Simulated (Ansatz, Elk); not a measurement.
**CdCu2S2: X-ray structure factors from the self-consistent density**

The structure of CdCu2S2 used here is made up (a known structure type with other elements) and was relaxed beforehand with PBEsol. The aim is the Fourier transform of its all-electron density, F(hkl), set beside the sum over free spherical atoms that refinements use.

Main program and level: Elk 11.2.3 (patched build); DFT, PBE, all-electron APW+lo, Dirac cores, scalar-relativistic bands, static density, no spin.

The structure was built from a prototype and need not be the compound's stable phase.

**1. Set-up**

It takes space group P-3m1 (No. 164, trigonal). Conventional cell: a = 3.800 Å, b = 3.800 Å, c = 6.468 Å, α = 90.00°, β = 90.00°, γ = 120.00°. Nearest to Cd lie 6 S at 2.72 Å. Nearest to Cu lie 4 S at 2.31 to 2.39 Å and 3 Cu at 2.58 Å. S has 4 Cu at 2.31 to 2.39 Å and 3 Cd at 2.72 Å nearest. Farther neighbours and most contacts between anions are not listed.

**2. Ground state and structure factors**

An all-electron density is needed, since X-rays see the cores too. Task 0 finds the density and task 195 Fourier-transforms it; tshift is off so that phases refer to the origin typed.

The input, elk.in:

```
tasks
  0
  195

xctype
  20

spinpol
  .false.

rgkmax
  7.0

gmaxvr
  14.0

lmaxo
  7

lmaxapw
  8

swidth
  0.002

tshift
  .false.

ramdisk
  .false.

hmaxvr
  5.5

maxscl
  120

epspot
  1e-06

sppath
  './'

avec
  7.18021126762 0.00000000000 0.00000000000
  -3.59010563381 6.21824536229 -0.00000000000
  0.00000000000 -0.00000000000 12.22234864470

atoms
  3
  'Cd.in'
  1
  -0.0000000000 0.0000000000 0.0000000000   0.000000 0.000000 0.000000
  'Cu.in'
  2
  0.3333333333 0.6666666667 0.3948967722   0.000000 0.000000 0.000000
  0.6666666667 0.3333333333 0.6051032278   0.000000 0.000000 0.000000
  'S.in'
  2
  0.3333333333 0.6666666667 0.7514627259   0.000000 0.000000 0.000000
  0.6666666667 0.3333333333 0.2485372741   0.000000 0.000000 0.000000

ngridk
  7 7 4
```

Started as:

```console
> OMP_NUM_THREADS=4 elk
```

Numbers of over 12 decimals in the logs are rounded to 6 here.

The log of the run:

```text
┌─────────────────────────┐
│ Elk code version 11.2.3 │
└─────────────────────────┘

All units are atomic (Hartree, Bohr, etc.)

┌─────────────────────────────────────────────────┐
│ Ground-state run starting from atomic densities │
└─────────────────────────────────────────────────┘

Lattice vectors :
   7.180211268       0.000000000       0.000000000
  -3.590105634       6.218245362      -0.000000000
   0.000000000      -0.000000000       12.22234864

Reciprocal lattice vectors :
  0.8750696982      0.5052217258       0.000000000
  -0.000000000       1.010443452       0.000000000
  -0.000000000       0.000000000      0.5140734805

Unit cell volume      :    545.7072774
Brillouin zone volume :   0.4545481135

Muffin-tin inner radius fraction :   0.1000000000E-01

Nuclei treated as point charges

Species : 1 (Cd)
 parameters loaded from : Cd.in
 name : cadmium
 nuclear charge    :   -48.00000000
 electronic charge :    48.00000000
 atomic mass :    204912.7176
 muffin-tin radius :    2.600000000
 number of radial points in muffin-tin :   1193
 inner part over the whole radius :   0.9972693929E-02
 number on inner part of muffin-tin    :    850
 approximate nuclear radius :   0.8708852602E-04
 number of mesh points to nuclear radius :    426
 atomic positions (lattice), magnetic fields (Cartesian) :
  1 :   0.00000000  0.00000000  0.00000000    0.00000000  0.00000000  0.00000000

Species : 2 (Cu)
 parameters loaded from : Cu.in
 name : copper
 nuclear charge    :   -29.00000000
 electronic charge :    29.00000000
 atomic mass :    115837.2717
 muffin-tin radius :    2.247690470
 number of radial points in muffin-tin :    993
 inner part over the whole radius :   0.9928343894E-02
 number on inner part of muffin-tin    :    700
 approximate nuclear radius :   0.7406004541E-04
 number of mesh points to nuclear radius :    337
 atomic positions (lattice), magnetic fields (Cartesian) :
  1 :   0.33333333 -0.33333333  0.39489677    0.00000000  0.00000000  0.00000000
  2 :  -0.33333333  0.33333333 -0.39489677    0.00000000  0.00000000  0.00000000

Species : 3 (S)
 parameters loaded from : S.in
 name : sulphur
 nuclear charge    :   -16.00000000
 electronic charge :    16.00000000
 atomic mass :    58450.91931
 muffin-tin radius :    2.060382931
 number of radial points in muffin-tin :    793
 inner part over the whole radius :   0.9896035182E-02
 number on inner part of muffin-tin    :    553
 approximate nuclear radius :   0.6195814986E-04
 number of mesh points to nuclear radius :    252
 atomic positions (lattice), magnetic fields (Cartesian) :
  1 :   0.33333333 -0.33333333 -0.24853727    0.00000000  0.00000000  0.00000000
  2 :  -0.33333333  0.33333333  0.24853727    0.00000000  0.00000000  0.00000000

Total number of atoms per unit cell :    5
Total muffin-tin volume :    242.0306180
 ratio of muffin-tin to unit cell volume :   0.4435172996

Spin treatment :
 spin-unpolarised

Number of Bravais lattice symmetries :   24
Number of crystal symmetries         :   12
Crystal has inversion symmetry
Real symmetric eigensolver will be used

k-point grid :      7     7     4
k-point offset :    0.000000000       0.000000000       0.000000000
k-point set is reduced with full crystal symmetry group
Total number of k-points :       28

Muffin-tin radius times maximum |G+k| :    7.000000000
 using average radius
Maximum |G+k| for APW functions       :    3.120501240
Maximum (1/2)|G+k|²                   :    4.868763993
Maximum |G| for potential and density :    14.00000000
Constant for pseudocharge density :    9
 order of it for each species :   16  16  16
 order of it for pair densities of each species (exact exchange by exxq0 0: 17) :   13  10   7
Radial integration step length :    1

G-vector grid sizes :     32    32    56
Number of G-vectors :    25243

Maximum angular momentum used for
 APW functions            :    8
 outer part of muffin-tin :    7
 inner part of muffin-tin :    2

Total nuclear charge    :   -138.0000000
[...]
Density of states at Fermi energy :    16.31224324
 (states/Hartree/unit cell)

Estimated indirect band gap :   0.6438942004E-02
 from k-point 4 to k-point 12
Estimated direct band gap   :   0.1334309708E-01
 at k-point 2

Charges :
 core                        :    74.00000000
 valence                     :    64.00000000
 interstitial                :    7.685362976
 muffin-tins (core leakage)
  species : 1 (Cd)
   atom 1                    :    46.43875514     (  0.2537147276E-03)
  species : 2 (Cu)
[...]
species : 3 (S)
[...]
total in muffin-tins        :    130.3146370
 total calculated charge     :    137.9972526
 total charge                :    138.0000000
 error                       :   0.2747403306E-02

RMS change in Kohn-Sham potential (target) :   0.3873652088     (  0.1000000000E-05)
Absolute change in total energy (target)   :   0.3701756158     (  0.1000000000E-03)

[... loops 3 to 15 left out ...]

┌──────────────────┐
│ Loop number : 16 │
└──────────────────┘

Energies :
 Fermi                       :     0.246631
 sum of occupied eigenvalues :     -5697.9725772834
 electron kinetic            :      10035.954188530
 core electron kinetic       :      9454.1578385011
 Coulomb                     :     -19398.973443810
 Coulomb potential           :     -15289.681473647
 nuclear-nuclear             :     -1243.6587253290
 electron-nuclear            :     -21052.969916298
 Hartree                     :      2897.6551978171
 Madelung                    :     -11754.132706986
 xc potential                :     -444.24529216553
 exchange                    :     -334.82174363035
 correlation                 :     -6.660328
 electron entropic           :    -0.84882402577336E-04
 total energy                :     -9704.5014114843

Density of states at Fermi energy :    4.826240735
 (states/Hartree/unit cell)

Estimated indirect band gap :   0.1637975077E-01
 from k-point 21 to k-point 12
Estimated direct band gap   :   0.3378617210E-01
 at k-point 12

Charges :
 core                        :    74.00000000
 valence                     :    64.00000000
 interstitial                :    7.271258998
 muffin-tins (core leakage)
  species : 1 (Cd)
[...]
species : 2 (Cu)
[...]
species : 3 (S)
[...]
total in muffin-tins        :    130.7287410
 total calculated charge     :    137.9973863
 total charge                :    138.0000000
 error                       :   0.2613719532E-02

RMS change in Kohn-Sham potential (target) :   0.5559049949E-06 (  0.1000000000E-05)
Absolute change in total energy (target)   :   0.8249271013E-04 (  0.1000000000E-03)

Convergence targets achieved

┌──────────────────┐
│ Loop number : 17 │
└──────────────────┘

Energies :
 Fermi                       :     0.246631
 sum of occupied eigenvalues :     -5697.9725704174
 electron kinetic            :      10035.954198456
 core electron kinetic       :      9454.1578444877
 Coulomb                     :     -19398.973444009
 Coulomb potential           :     -15289.681485757
 nuclear-nuclear             :     -1243.6587253290
 electron-nuclear            :     -21052.969903905
 Hartree                     :      2897.6551852258
 Madelung                    :     -11754.132701130
 xc potential                :     -444.24528311640
 exchange                    :     -334.82174294221
 correlation                 :     -6.660328
 electron entropic           :    -0.84882505077031E-04
 total energy                :     -9704.5014010786

Density of states at Fermi energy :    4.826244260
 (states/Hartree/unit cell)

Estimated indirect band gap :   0.1637970125E-01
 from k-point 21 to k-point 12
Estimated direct band gap   :   0.3378609615E-01
 at k-point 12

Charges :
 core                        :    74.00000000
 valence                     :    64.00000000
 interstitial                :    7.271259758
 muffin-tins (core leakage)
  species : 1 (Cd)
[...]
species : 2 (Cu)
[...]
atom 2                    :    27.94319241     (  0.3775806336E-03)
  species : 3 (S)
   atom 1                    :    14.13489215     (  0.1774201755E-03)
   atom 2                    :    14.13489215     (  0.1774201755E-03)
 total in muffin-tins        :    130.7287402
 total calculated charge     :    137.9973863
 total charge                :    138.0000000
 error                       :   0.2613719318E-02

┌──────────────────────────────┐
│ Self-consistent loop stopped │
└──────────────────────────────┘

Warning : core states of species 1 leak from the muffin-tin :   0.2434936611E-03

Warning : core states of species 2 leak from the muffin-tin :   0.3775806336E-03

Warning : core states of species 3 leak from the muffin-tin :   0.1774201755E-03

Wrote STATE.OUT
```

Run time: 28 s. Hardware: 4 threads of Arm Neoverse V2, shared host; peak memory 0.18 GiB; 80 s of CPU time.

SFACRHO.OUT:

```text

h k l indices transformed by vhmat matrix:
   1.000000000       0.000000000       0.000000000    
   0.000000000       1.000000000       0.000000000    
   0.000000000       0.000000000       1.000000000    

      h      k      l  multipl.   |H|            Re(F)            Im(F)           |F|

      0      0      0      1   0.0000000       138.00000     -0.62550985E-17   138.00000    
      0      0     -1      2  0.51407348       2.3095131      0.11359815E-13   2.3095131    
      1      0      0      6   1.0104435       3.8854353      0.66265586E-14   3.8854353    
      0      0      2      2   1.0281470       28.768269      0.48811704E-14   28.768269    
     -1      0     -1      6   1.1336964       54.767777      0.18933025E-14   54.767777    
     -1      0      1      6   1.1336964       64.760934      0.18933025E-13   64.760934    
      1      0     -2      6   1.4415555       4.6099877      0.29346188E-13   4.6099877    
      0      1     -2      6   1.4415555       81.356203     -0.32186142E-13   81.356203    
      0      0     -3      2   1.5422204       53.886653     -0.20826327E-13   53.886653    
      1      1      0      6   1.7501394       96.348965     -0.25472609E-13   96.348965    
     -1     -1      1     12   1.8240777       2.3476405     -0.20826327E-13   2.3476405    
     -1      1      3      6   1.8437570      -22.092530     -0.28399537E-13   22.092530    
     -1      0      3      6   1.8437570       75.274857      0.19879676E-13   75.274857    
      2     -2      0      6   2.0208869       4.6704347      -0.0000000       4.6704347    
      1     -2      2     12   2.0297966       24.816151      0.11418980E-13   24.816151    
      0      0      4      2   2.0562939       16.470327     -0.38457706E-13   16.470327    
      0     -2     -1      6   2.0852471       42.422536      0.56799074E-14   42.422536    
      0      2     -1      6   2.0852471       52.761619     -0.14199768E-13   52.761619
```

Elk indexes on the primitive cell of elk.in and gives |H| = 4π sin θ/λ in inverse bohr. Below, one row stands for each form hkl of the conventional cell (m members, Friedel mates merged), F is for one primitive cell and the density is static (no thermal factor). Free-atom factors are Waasmaier and Kirfel's, and R is Σm||F|−|F'||/Σm|F|.

| hkl | m | sin θ/λ (Å⁻¹) | abs F, DFT | neutral atoms | diff. |
| --- | --- | --- | --- | --- | --- |
| 001 | 2 | 0.077 | 2.309 | 2.346 | -0.036 |
| 100 | 6 | 0.152 | 3.885 | 3.996 | -0.110 |
| 002 | 2 | 0.155 | 28.768 | 29.248 | -0.479 |
| 101 | 6 | 0.171 | 54.768 | 54.570 | +0.198 |
| 011 | 6 | 0.171 | 64.761 | 65.494 | -0.733 |
| 012 | 6 | 0.217 | 4.610 | 4.133 | +0.477 |
| 102 | 6 | 0.217 | 81.356 | 81.746 | -0.389 |
| 003 | 2 | 0.232 | 53.887 | 54.321 | -0.434 |
| 110 | 6 | 0.263 | 96.349 | 97.017 | -0.668 |
| 111 | 12 | 0.274 | 2.348 | 1.951 | +0.397 |
| 103 | 6 | 0.277 | 22.093 | 22.687 | -0.594 |
| 013 | 6 | 0.277 | 75.275 | 75.644 | -0.370 |
| 200 | 6 | 0.304 | 4.670 | 4.330 | +0.341 |
| 112 | 12 | 0.305 | 24.816 | 24.800 | +0.016 |

**3. The highest occupied states alone**

An energy window below the Fermi level keeps the highest occupied states, to see at which angles they scatter; shallow core shells can lie inside it and anion s states outside. No new self-consistency is needed.

elk.in: that of step 2 with these lines changed.

```diff
@@ -1,3 +1,2 @@
 tasks
-  0
   195
@@ -40,2 +39,5 @@
 
+wsfac
+  -0.194360 0.546630
+
 sppath
```

Started as:

```console
> OMP_NUM_THREADS=4 elk
```

The log of the run:

```text
┌─────────────────────────────────┐
│ Elk code version 11.2.3 started │
└─────────────────────────────────┘

Info(readinput): the functional depends on the density's gradient
 muffin-tin radial points multiplied by    2.00000
 (not where nrmtscf is given)

┌────────────────────┐
│ Current task : 195 │
└────────────────────┘
Info(checkmt): changed muffin-tin radius of species 2 (Cu) from   2.4000 to   2.2477
Info(checkmt): changed muffin-tin radius of species 3 (S) from   2.2000 to   2.0604

Info(sfacrho): density structure factors written to SFACRHO.OUT

 Energy window :  -0.1943600000      0.5466300000

┌──────────────────┐
│ Elk code stopped │
└──────────────────┘
```

Wall time 9.1 s (4 threads); peak memory 0.16 GiB; 12 s of CPU time.

States within 12 eV below the Fermi level hold 42.00 electrons; any levels below the window count with the cores. Their amplitudes can exceed the total, where window and core parts have opposite phase:

| hkl | sin θ/λ (Å⁻¹) | abs F, window | abs F, all |
| --- | --- | --- | --- |
| 001 | 0.077 | 5.276 | 2.309 |
| 100 | 0.152 | 2.669 | 3.885 |
| 002 | 0.155 | 7.228 | 28.768 |
| 101 | 0.171 | 7.466 | 54.768 |
| 011 | 0.171 | 17.624 | 64.761 |
| 012 | 0.217 | 6.412 | 4.610 |
| 102 | 0.217 | 15.296 | 81.356 |
| 003 | 0.232 | 9.176 | 53.887 |
| 110 | 0.263 | 15.226 | 96.349 |
| 111 | 0.274 | 4.603 | 2.348 |

**4. Another functional**

The difference from free atoms is small, so it is set against the change that LDA (Perdew-Wang) makes.

elk.in: that of step 3 with these lines changed.

```diff
@@ -1,2 +1,3 @@
 tasks
+  0
   195
@@ -4,3 +5,3 @@
 xctype
-  20
+  3
 
@@ -39,5 +40,2 @@
 
-wsfac
-  -0.194360 0.546630
-
 sppath
```

Started as:

```console
> OMP_NUM_THREADS=4 elk
```

The log of the run:

```text
┌─────────────────────────┐
│ Elk code version 11.2.3 │
└─────────────────────────┘

All units are atomic (Hartree, Bohr, etc.)

┌─────────────────────────────────────────────────┐
│ Ground-state run starting from atomic densities │
└─────────────────────────────────────────────────┘

Lattice vectors :
   7.180211268       0.000000000       0.000000000
  -3.590105634       6.218245362      -0.000000000
   0.000000000      -0.000000000       12.22234864

Reciprocal lattice vectors :
  0.8750696982      0.5052217258       0.000000000
[...]
atom 2                    :    14.11039005     (  0.1729083064E-03)
 total in muffin-tins        :    130.7350962
 total calculated charge     :    137.9973774
 total charge                :    138.0000000
 error                       :   0.2622554663E-02

┌──────────────────────────────┐
│ Self-consistent loop stopped │
└──────────────────────────────┘

Warning : core states of species 1 leak from the muffin-tin :   0.2441128242E-03

Warning : core states of species 2 leak from the muffin-tin :   0.3927001888E-03

Warning : core states of species 3 leak from the muffin-tin :   0.1729083064E-03

Wrote STATE.OUT
[key lines of the parts left out:]
total energy                :     -9692.0073694275
```

Elapsed: 17 s, on 4 threads; peak memory 0.16 GiB.

Against the first run R = 0.07 %; the largest change is -0.066 at 201.

**5. A coarser k-mesh**

About half the k-points along each axis test the sampling.

elk.in: that of step 4 with these lines changed.

```diff
@@ -5,3 +5,3 @@
 xctype
-  3
+  20
 
@@ -63,2 +63,2 @@
 ngridk
-  7 7 4
+  4 4 2
```

Started as:

```console
> OMP_NUM_THREADS=4 elk
```

The log of the run:

```text
┌─────────────────────────┐
│ Elk code version 11.2.3 │
└─────────────────────────┘

All units are atomic (Hartree, Bohr, etc.)

┌─────────────────────────────────────────────────┐
│ Ground-state run starting from atomic densities │
└─────────────────────────────────────────────────┘

Lattice vectors :
   7.180211268       0.000000000       0.000000000
  -3.590105634       6.218245362      -0.000000000
   0.000000000      -0.000000000       12.22234864

Reciprocal lattice vectors :
  0.8750696982      0.5052217258       0.000000000
[...]
atom 2                    :    14.14029470     (  0.1776316194E-03)
 total in muffin-tins        :    130.7329458
 total calculated charge     :    137.9973903
 total charge                :    138.0000000
 error                       :   0.2609678954E-02

┌──────────────────────────────┐
│ Self-consistent loop stopped │
└──────────────────────────────┘

Warning : core states of species 1 leak from the muffin-tin :   0.2433605080E-03

Warning : core states of species 2 leak from the muffin-tin :   0.3775242884E-03

Warning : core states of species 3 leak from the muffin-tin :   0.1776316194E-03

Wrote STATE.OUT
[key lines of the parts left out:]
total energy                :     -9704.4980044348
```

It took 17 s on 4 threads; peak memory 0.18 GiB.

Against the first run R = 0.00 %; the largest change is -0.012 at 011.

**6. Settings against the effect**

```
              run  R against the first run (%)  R against neutral atoms, low angle (%)  wall time
    PBE, rgkmax 7                         0.00                                    1.07       28 s
LDA (Perdew-Wang)                         0.07                                    1.07       17 s
     k-mesh 4×4×2                         0.00                                    1.07       17 s
```

**7. Summary of results**

* R against neutral atoms, sin θ/λ < 0.3 Å⁻¹: 1.07 %
* R against neutral atoms, 0.3 to 0.77 Å⁻¹: 0.26 %

Independent neutral atoms miss the calculated amplitudes by R = 1.07 % below 0.3 Å⁻¹ and 0.26 % from there to 0.77 Å⁻¹; by shells, 1.57 % below 0.15 Å⁻¹ (1 form), 1.07 % 0.15 to 0.3 (11 forms), 0.31 % 0.3 to 0.45 (23 forms), 0.25 % above 0.45 (114 forms). Bonding, aspherical density and the tables' own atoms all enter these figures, and the runs don't part them. The largest change of an amplitude is -0.73 electrons, at 011. Weak lines can change much in proportion: 111 goes from 1.95 to 2.35. The window's part falls from 42.0 electrons at the origin to at most 5.41 between 0.45 and 0.77 Å⁻¹, where compact states inside the window still scatter. Below 0.3 Å⁻¹ the changes that finished (LDA (Perdew-Wang) and k-mesh 4×4×2) move F by R = 0.05 % at most, against the 1.07 % that separates it from free atoms. The basis has no finished test. These runs have no spin, though d or f shells may be open. Part of the difference isn't bonding: the tables are fits to free atoms and ions calculated by other methods than this functional. Thermal motion, anomalous dispersion and extinction are left out.

[Logs are printed without paths, hosts, clocks, repeated set-up lines and the standing remarks that a program may print on its own settings, such as how far it seeks lower states.]

[Hosts, paths, dates, database ids (printed as entryN), source tags and the programs' standing remarks are cut or masked in the printed files.]
